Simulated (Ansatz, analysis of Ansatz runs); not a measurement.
**Moving an added hole between Cr sites in NaCrF4 (P2_1/c)**

Aim: the energy barrier that a trapped hole meets when it moves from one Cr atom to another one nearby in NaCrF4 (P2_1/c). The model is a cell of 48 host atoms.

Method: plane-wave PAW DFT, PBEsol+U; relaxation of all atoms of a supercell at fixed charge in a uniform background; PAW set soft_1, in Ansatz 0.2.0.

Most raw output is cut from this account.

### Step 1. The starting structure

The cell holds 48 atoms: 8 Na, 8 Cr and 32 F. Its edges and angles: a = 9.119 Å, b = 9.713 Å, c = 9.473 Å, α = 56.7°, β = 78.4°, γ = 60.3°. It derives from NaCrF4 (space group P2_1/c). Nearest the centre at fractional (0.621, 0.629, 0.371): F48 at 0.61 Å, Cr16 at 1.86 Å, Cr13 at 1.86 Å, F37 at 2.27 Å, F20 at 2.39 Å, F46 at 2.41 Å, F34 at 2.48 Å, F26 at 2.88 Å.

Hubbard terms: Cr d 5.0 eV. They were chosen, not fitted, to curb self-interaction in the shells named, the trial site's among them. The two sites are Cr16 and Cr13. The cell's shortest repeat is 9.1 Å. The host's moments were started antiferromagnetic in the unit cell, high spin; both sites carry the same spin direction.

### Step 2. The cell without the carrier

The neutral cell is relaxed first, from small random displacements, so that bond lengths and moments with the carrier can be set beside those of a relaxed cell without it.

neutral.relax/input.yaml reads:

```yaml
crystal:
  lattice:
    - [-1.38301306, 5.32433628, 7.27320728]
    - [6.45199145, 0.0, 7.25991525]
    - [7.83500451, 5.32433628, -0.01329203]
  atoms:
    - { symbol: Na, position: [0.012868, 0.873786, 0.766097] }
    - { symbol: Na, position: [0.512868, 0.373786, 0.266097] }
    - { symbol: Na, position: [0.266097, 0.347249, 0.012868] }
    - { symbol: Na, position: [0.766097, 0.847249, 0.512868] }
    - { symbol: Na, position: [0.487132, 0.626214, 0.733903] }
    - { symbol: Na, position: [0.987132, 0.126214, 0.233903] }
    - { symbol: Na, position: [0.233903, 0.152751, 0.487132] }
    - { symbol: Na, position: [0.733903, 0.652751, 0.987132] }
[... 36 atom lines left out ...]
    - { symbol: F, position: [0.296904, 0.90784, 0.136768] }
    - { symbol: F, position: [0.796904, 0.40784, 0.636768] }
    - { symbol: F, position: [0.136768, 0.158487, 0.796904] }
    - { symbol: F, position: [0.636768, 0.658487, 0.296904] }
basis:
  ecutwfc: 420
  xc_grid: 2
hamiltonian:
  xc: pbesol
  hubbard:
    sites: [{ species: Cr, l: d, u_eff: 5.0 }]
    projectors: ortho-atomic
  pseudopotentials: { kind: paw, azcp: { folder: soft_1 }, xc_functional: pbe }
kpoints:
  mp_grid: { grid: [1, 1, 1] }
magnetization:
  spin_polarized: true
  initial_magnetization: 0
  spin_locking: { lock_magnetization: hard }
scf:
  occupations: { method: fermi_dirac, width: 0.01 }
  max_iter: 120
  lower_state_search: "off"
output:
  forces: true
relax:
  f_tol: 0.02
  max_steps: 70
  random_displacement: { amplitude: 0.04, seed: 2454 }
checkpoint:
  write: "../neutral.relax.run"
  compress: false
  write_wavefunctions: true
  write_every: 100000
```

The run is started by

```bash
$ ansatz run input.yaml --threads 4 --pin off --max-ram 9420MiB --backend cpu --events-out ev --progress --plain --runs-dir out
```

The job ended after 30 s (4 threads of Arm Neoverse V2, shared host; peak memory 1.2 GiB).

The largest displacement from an ideal site is 0.012 Å.

### Step 3. The hole on the first site

The nearest neighbour or neighbours of the site start displaced and the site's starting moment is changed by the carrier's spin, since a carrier doesn't trap itself in the undistorted lattice.

A.relax/input.yaml reads:

```yaml
crystal:
  lattice:
    - [-1.38301306, 5.32433628, 7.27320728]
    - [6.45199145, 0.0, 7.25991525]
    - [7.83500451, 5.32433628, -0.01329203]
  atoms:
    - { symbol: Na, position: [0.011702, 0.873902, 0.766916] }
    - { symbol: Na, position: [0.512452, 0.372945, 0.26658] }
    - { symbol: Na, position: [0.265886, 0.348131, 0.01267] }
    - { symbol: Na, position: [0.766482, 0.847459, 0.512859] }
    - { symbol: Na, position: [0.487007, 0.626769, 0.73355] }
    - { symbol: Na, position: [0.986939, 0.126937, 0.233954] }
    - { symbol: Na, position: [0.233277, 0.151658, 0.48843] }
    - { symbol: Na, position: [0.733311, 0.652605, 0.986936] }
[... 36 atom lines left out ...]
    - { symbol: F, position: [0.295777, 0.907831, 0.137691] }
    - { symbol: F, position: [0.797305, 0.406291, 0.627202] }
    - { symbol: F, position: [0.137345, 0.158752, 0.796675] }
    - { symbol: F, position: [0.645755, 0.645417, 0.303788] }
total_charge: 1
basis:
  ecutwfc: 420
  xc_grid: 2
hamiltonian:
  xc: pbesol
  hubbard:
    sites: [{ species: Cr, l: d, u_eff: 5.0 }]
    projectors: ortho-atomic
  pseudopotentials: { kind: paw, azcp: { folder: soft_1 }, xc_functional: pbe }
kpoints:
  mp_grid: { grid: [1, 1, 1] }
magnetization:
  spin_polarized: true
  initial_magnetization: 1
  spin_locking: { lock_magnetization: hard }
scf:
  occupations: { method: fermi_dirac, width: 0.01 }
  max_iter: 120
  lower_state_search: "off"
output:
  forces: true
relax:
  f_tol: 0.015
  max_steps: 70
  escape_saddle: false
checkpoint:
  write: "../A.relax.run"
  compress: false
  write_wavefunctions: true
  write_every: 100000
```

It took 83 s on 4 threads; peak memory 1.2 GiB; 5.3 min of CPU time.

Relaxation path:

```csv
step,energy less that of the first step (eV),largest force component (eV/Å)
1,0.0000,0.8713
2,-0.1310,0.4608
3,-0.1945,0.1801
4,-0.0794,0.8539
5,-0.2114,0.0762
6,-0.2122,0.0288
7,-0.2125,0.0078
```

Relaxation step 4 was tried and not accepted.

The atoms that moved most (Å):

```csv
atom,dx,dy,dz,length
Na6,-0.164,-0.027,-0.066,0.179
Na8,-0.101,-0.103,0.092,0.171
F48,0.104,0.089,0.040,0.142
Na7,-0.092,0.053,0.080,0.133
Na2,-0.041,-0.101,-0.048,0.119
Na5,0.067,-0.028,-0.063,0.096
F28,-0.053,-0.069,-0.025,0.091
F20,0.079,-0.032,-0.013,0.086
```

The moves above count from the input, in which the site's nearest neighbours were already displaced; the distances below compare with the cell without the carrier.

Distances from Cr16 without and with the hole:

```csv
atom,without (Å),with (Å)
F18,1.86,1.78
F26,1.88,1.79
F46,1.95,1.85
F48,1.97,1.86
F34,1.94,1.89
F40,1.95,1.89
```

The largest changes of the moments are 0.67 μB on Cr16, 0.04 μB on F18 and 0.03 μB on F46. The largest part sits on the chosen site.

### Step 4. The hole on the second site

The same start is made on the second site, to get the end of the hop.

B.relax/input.yaml reads:

```yaml
crystal:
  lattice:
    - [-1.38301306, 5.32433628, 7.27320728]
    - [6.45199145, 0.0, 7.25991525]
    - [7.83500451, 5.32433628, -0.01329203]
  atoms:
    - { symbol: Na, position: [0.011702, 0.873902, 0.766916] }
    - { symbol: Na, position: [0.512452, 0.372945, 0.26658] }
[... 10 atom lines left out ...]
    - { symbol: Cr, position: [0.436248, 0.862252, 0.306011], spin: -2.0 }
[... 2 atom lines left out ...]
    - { symbol: Cr, position: [0.805482, 0.39564, 0.436498], spin: -3.0 }
[... 3 atom lines left out ...]
    - { symbol: F, position: [0.541945, 0.829959, 0.466611] }
[... 16 atom lines left out ...]
    - { symbol: F, position: [0.375407, 0.686886, 0.480952] }
[... 8 atom lines left out ...]
    - { symbol: F, position: [0.796866, 0.40675, 0.637595] }
[... 1 atom line left out ...]
    - { symbol: F, position: [0.626896, 0.669257, 0.297291] }
total_charge: 1
basis:
  ecutwfc: 420
  xc_grid: 2
hamiltonian:
  xc: pbesol
  hubbard:
    sites: [{ species: Cr, l: d, u_eff: 5.0 }]
    projectors: ortho-atomic
  pseudopotentials: { kind: paw, azcp: { folder: soft_1 }, xc_functional: pbe }
kpoints:
  mp_grid: { grid: [1, 1, 1] }
magnetization:
  spin_polarized: true
  initial_magnetization: 1
  spin_locking: { lock_magnetization: hard }
scf:
  occupations: { method: fermi_dirac, width: 0.01 }
  max_iter: 120
  lower_state_search: "off"
output:
  forces: true
relax:
  f_tol: 0.015
  max_steps: 70
  escape_saddle: false
checkpoint:
  write: "../B.relax.run"
  compress: false
  write_wavefunctions: true
  write_every: 100000
```

Elapsed: 83 s, on 4 threads; peak memory 1.2 GiB; 5.4 min of CPU time.

Distances from Cr13 without and with the hole:

```csv
atom,without (Å),with (Å)
F20,1.86,1.78
F27,1.88,1.79
F48,1.95,1.85
F45,1.97,1.86
F36,1.94,1.89
F37,1.95,1.89
```

The largest changes of the moments are 0.67 μB on Cr13, 0.04 μB on F20 and 0.03 μB on F48. The largest part sits on the chosen site.

### Step 5. Points on the line between the two structures

All atoms move on the straight line between the two relaxed structures, 3.21 amu^1/2 Å long in mass-weighted terms. Each point starts from the state of the point before, once from either end, so that both localised states can be followed; the midpoint is also started with the carrier shared.

A.x0500/input.yaml reads:

```yaml
crystal:
  lattice:
    - [-1.38301306, 5.32433628, 7.27320728]
    - [6.45199145, 0.0, 7.25991525]
    - [7.83500451, 5.32433628, -0.01329203]
  atoms:
    - { symbol: Na, position: [0.014177, 0.8707, 0.769798] }
    - { symbol: Na, position: [0.50621, 0.374582, 0.26078] }
[... 10 atom lines left out ...]
    - { symbol: Cr, position: [0.43553, 0.861194, 0.308624], spin: -3.0 }
[... 2 atom lines left out ...]
    - { symbol: Cr, position: [0.80535, 0.395908, 0.437328], spin: -2.0 }
[... 3 atom lines left out ...]
    - { symbol: F, position: [0.544276, 0.830695, 0.472173] }
[... 16 atom lines left out ...]
    - { symbol: F, position: [0.375854, 0.676516, 0.489331] }
[... 8 atom lines left out ...]
    - { symbol: F, position: [0.79715, 0.405266, 0.633698] }
[... 1 atom line left out ...]
    - { symbol: F, position: [0.639655, 0.657928, 0.306606] }
total_charge: 1
basis:
  ecutwfc: 420
  xc_grid: 2
hamiltonian:
  xc: pbesol
  hubbard:
    sites: [{ species: Cr, l: d, u_eff: 5.0 }]
    projectors: ortho-atomic
  pseudopotentials: { kind: paw, azcp: { folder: soft_1 }, xc_functional: pbe }
kpoints:
  mp_grid: { grid: [1, 1, 1] }
magnetization:
  spin_polarized: true
  initial_magnetization: 1
  spin_locking: { lock_magnetization: hard }
scf:
  occupations: { method: fermi_dirac, width: 0.01 }
  max_iter: 120
  lower_state_search: "off"
output:
  forces: true
  eigenvalues: true
  eigenstates: { localisation: true }
  write_density: true
  write_potential: true
  volumetric_format: npy
checkpoint:
  read: "../A.x0375.run"
  write: "../A.x0500.run"
  compress: false
  write_wavefunctions: true
  write_every: 100000
```

Run time: 17 s. Hardware: 4 threads; peak memory 1.2 GiB; 67 s of CPU time.

From eigenstates.tsv, first k-point; energies on the run's zero. The participation number counts the atoms that a state is spread over, of 48; bands count from 0.

```csv
spin,band,energy (eV),occupation,participation,largest share on,share
down,197,1.891,1.00,10.8,Cr14,0.17
down,198,1.984,1.00,8.3,Cr15,0.22
down,199,2.058,1.00,10.6,Cr15,0.19
down,200,2.197,1.00,6.3,Cr14,0.23
down,201,2.331,1.00,6.7,Cr14,0.23
down,202,2.351,0.98,10.1,Cr13,0.18
down,203,2.433,0.02,5.7,Cr16,0.28
down,204,5.740,0.00,3.8,Cr13,0.36
down,205,5.926,0.00,6.3,Cr16,0.27
down,206,6.029,0.00,4.7,Cr13,0.33
down,207,6.250,0.00,7.6,Cr16,0.20
up,198,2.294,1.00,11.3,Cr12,0.14
up,199,2.357,1.00,13.7,Cr11,0.14
up,200,2.372,1.00,13.9,Cr11,0.13
up,201,2.519,1.00,9.7,Cr9,0.17
up,202,2.520,1.00,11.5,Cr10,0.13
up,203,2.540,1.00,9.1,Cr11,0.21
up,204,6.231,0.00,8.3,Cr12,0.17
up,205,6.468,0.00,8.7,Cr12,0.19
up,206,6.590,0.00,5.6,Cr10,0.28
up,207,6.592,0.00,5.6,Cr11,0.30
up,208,6.612,0.00,6.6,Cr9,0.23
```

Under PBEsol+U (5 eV) at the zone centre alone, the highest filled state is spin up, spread over 9 of 48 atoms, and the lowest empty one, 0.11 eV below it, is spin down, spread over 6 of 48 atoms.

Spin density in the ac plane at fractional y = 0.629, through the centre, with atoms of Na and Cr and F within 0.45 Å of it.

Ten even steps from '_' (-0.1 e/Å³) to '@' (3.1 e/Å³), each cell a mean:
```
____________________________________________________
____________________________________________________
____________________________________________________
____________________________________________________
____________________________________________________
____________________________________________________
____________________________________________________
____________________________________________________
______..____________________________________________
______--++==::______________________________________
______--@@@@--______________________________________
______::==++::______________________________________
__________....______________________________________
____________________________________________________
____________________________________________________
____________________________________________________
____________________________________________________
::==..______________________________________________
==@@%%--__________________________________________..
--%%@@==..__________________________________________
__..--::____________________________________________
____________________________________________________
____________________________________________________
____________________________________________________
```
Columns run along a (9.1 Å), rows up along c (9.5 Å). Atoms in or near the plane, at fractional coordinates: Na at (0.48, 0.74), Na at (0.74, 0.97), Cr at (0.06, 0.20), Cr at (0.20, 0.56), F at (0.48, 0.04), F at (0.95, 0.03), F at (0.74, 0.80), F at (0.20, 0.75), F at (0.38, 0.49), F at (0.20, 0.36), F at (0.64, 0.31).

Electrostatic potential energy in the ac plane at fractional y = 0.629, through the centre, with atoms of Na and Cr and F within 0.45 Å of it. With pseudopotentials it is smooth inside the atoms' cores, unlike the true potential.

Ten even steps from '_' (-37 eV) to '@' (10 eV), each cell a mean:
```
@@@@@@@@@@@@@@@@@@@@@@@@@@%%@@@@@@##::____--%%@@@@%%
@@@@@@@@@@@@@@@@@@@@@@@@@@@@@@@@@@@@##----**%%@@@@@@
@@@@@@@@@@@@@@@@@@@@@@@@@@@@@@@@@@@@@@%%%%%%@@@@@@@@
@@@@@@@@@@@@@@@@@@@@@@%%%%%%@@@@@@@@%%@@@@@@@@@@@@@@
@@@@@@%%----##@@@@@@##==::==%%@@@@**--==%%@@@@@@@@@@
@@@@@@++____::%%@@@@**______++%%@@**::::**@@@@@@@@@@
@@@@@@##..__..##@@@@##..____==%%@@@@**++%%@@@@@@@@@@
@@@@@@%%**++**@@@@@@%%##----##%%@@@@@@@@@@@@@@@@@@@@
@@%%##++--==##%%@@@@@@@@%%%%%%@@@@@@@@@@@@@@@@@@@@%%
##%%++......::**%%@@@@@@@@@@@@@@@@@@@@@@@@@@@@@@%%++
%%%%++..::::..==##--::++@@@@@@@@@@@@@@@@@@@@@@@@@@##
@@@@##--......==##::__::##@@@@@@@@@@@@@@@@@@@@@@@@@@
@@@@%%##==--==##%%**--==%%@@@@@@@@@@@@@@@@@@@@@@@@@@
@@@@@@%%####%%%%@@@@@@@@@@@@@@@@@@@@@@@@@@@@@@@@@@@@
@@@@@@**::::**@@@@@@@@@@@@@@@@%%++**%%@@@@@@@@@@@@@@
@@%%%%++____--@@@@@@@@@@@@@@@@++____--%%@@@@@@@@@@@@
******##--::++@@@@@@@@@@@@@@@@**..__::%%@@@@@@@@@@%%
::....==##%%@@@@@@@@@@@@@@@@@@@@**==**@@@@@@@@@@%%**
..::::..++%%@@@@@@@@@@@@@@@@@@@@@@@@@@@@@@@@@@@@%%++
..::::..==%%@@@@@@@@@@@@@@@@@@@@@@@@@@@@@@@@@@@@%%**
++::..::**%%@@@@@@@@@@@@%%@@@@@@@@@@@@@@@@@@@@@@@@%%
++##**##%%@@@@@@@@@@@@==..::##@@@@@@%%%%@@@@@@%%==--
::##@@@@@@@@@@@@@@@@@@--____==@@@@%%**==**%%@@##::__
--%%@@@@@@@@@@@@@@@@@@##::..++@@@@##..____++@@%%++::
```
Columns run along a (9.1 Å; values clipped at the 3rd and 97th percentile), rows up along c (9.5 Å). Atoms in or near the plane, at fractional coordinates: Na at (0.48, 0.74), Na at (0.74, 0.97), Cr at (0.06, 0.20), Cr at (0.20, 0.56), F at (0.48, 0.04), F at (0.95, 0.03), F at (0.74, 0.80), F at (0.20, 0.75), F at (0.38, 0.49), F at (0.20, 0.36), F at (0.64, 0.31).

Valence density in the ac plane at fractional y = 0.629, through the centre, with atoms of Na and Cr and F within 0.45 Å of it. It is the smooth field of the valence electrons, not physical close to the nuclei.

Values in e/Å³, 13 rows by 16 columns, each cell a mean:
```
 0  0  0  0  0  0  0  0  0  0  0  4  7  1  0  0
 0  0  0  0  0  0  0  0  0  0  0  0  0  0  0  0
 0  0  3  4  1  0  1  5  2  0  1  3  1  0  0  0
 0  0  3  7  2  0  1 11  7  0  0  2  1  0  0  0
 0  0  1  1  0  0  0  0  0  0  0  0  0  0  0  1
 1  1  8 10  1  1  2  1  0  0  0  0  0  0  0  1
 0  0  2  4  1  1  5  2  0  0  0  0  0  0  0  0
 0  0  1  2  0  0  0  0  0  0  1  0  0  0  0  0
 0  0  3  5  1  0  0  0  0  2  7  2  0  0  0  0
 4  5  1  1  0  0  0  0  0  0  2  1  0  0  0  0
 7 13  2  0  0  0  0  0  0  0  0  0  0  0  0  0
 1  1  0  0  0  0  0  3  2  0  0  0  0  0  1  2
 3  0  0  0  0  0  1  5  6  1  0  4  5  0  1  5
```
Columns run along a (9.1 Å), rows up along c (9.5 Å). Atoms in or near the plane, at fractional coordinates: Na at (0.48, 0.74), Na at (0.74, 0.97), Cr at (0.06, 0.20), Cr at (0.20, 0.56), F at (0.48, 0.04), F at (0.95, 0.03), F at (0.74, 0.80), F at (0.20, 0.75), F at (0.38, 0.49), F at (0.20, 0.36), F at (0.64, 0.31).

Free energies from the first end:

```csv
started from,fraction,energy (eV),moment change on Cr16 (μB),on Cr13 (μB)
first site,0,0.000,0.68,0.01
first site,0.125,0.017,0.62,0.04
first site,0.25,0.047,0.49,0.11
first site,0.375,0.063,0.37,0.18
first site,0.5,0.068,0.27,0.27
first site,0.625,0.064,0.19,0.36
second site,0.875,0.017,0.05,0.62
second site,0.75,0.048,0.12,0.48
second site,0.625,0.064,0.19,0.36
second site,0.5,0.068,0.27,0.27
second site,0.375,0.063,0.37,0.18
shared,0.5,0.068,0.27,0.27
second site,1,0.000,0.02,0.67
```

### Step 6. Summary of results

* distance of the two sites without the carrier: 3.72 Å

In words: The highest point of the line lies 0.07 eV above the first end, but there the hole is shared and partly spread further, so this is no barrier of a single pair, which may be higher, and the image-charge term need not cancel. No run compares the localised hole with one spread in the band, so its binding is unknown. The magnetic order was assumed and need not be the ground state. The total moment is locked, so a carrier of the other spin direction was not tried. The program's search for lower electronic states was switched off in all runs, so that each state is followed; none is shown to be the lowest at its structure. No image-charge correction is applied; it nearly cancels along the line while the charge stays localised. Keep in mind: sampling at the zone centre alone can move energies of charged and open-shell states by tenths of an eV or more in cells of this size; gap and trapping depend on the U chosen (Cr d 5.0 eV).

[Logs are printed without paths, hosts, clocks, repeated set-up lines and the standing remarks that a program may print on its own settings, such as how far it seeks lower states.]

[Hosts, paths, dates, database ids (printed as entryN), source tags and the programs' standing remarks are cut or masked in the printed files.]
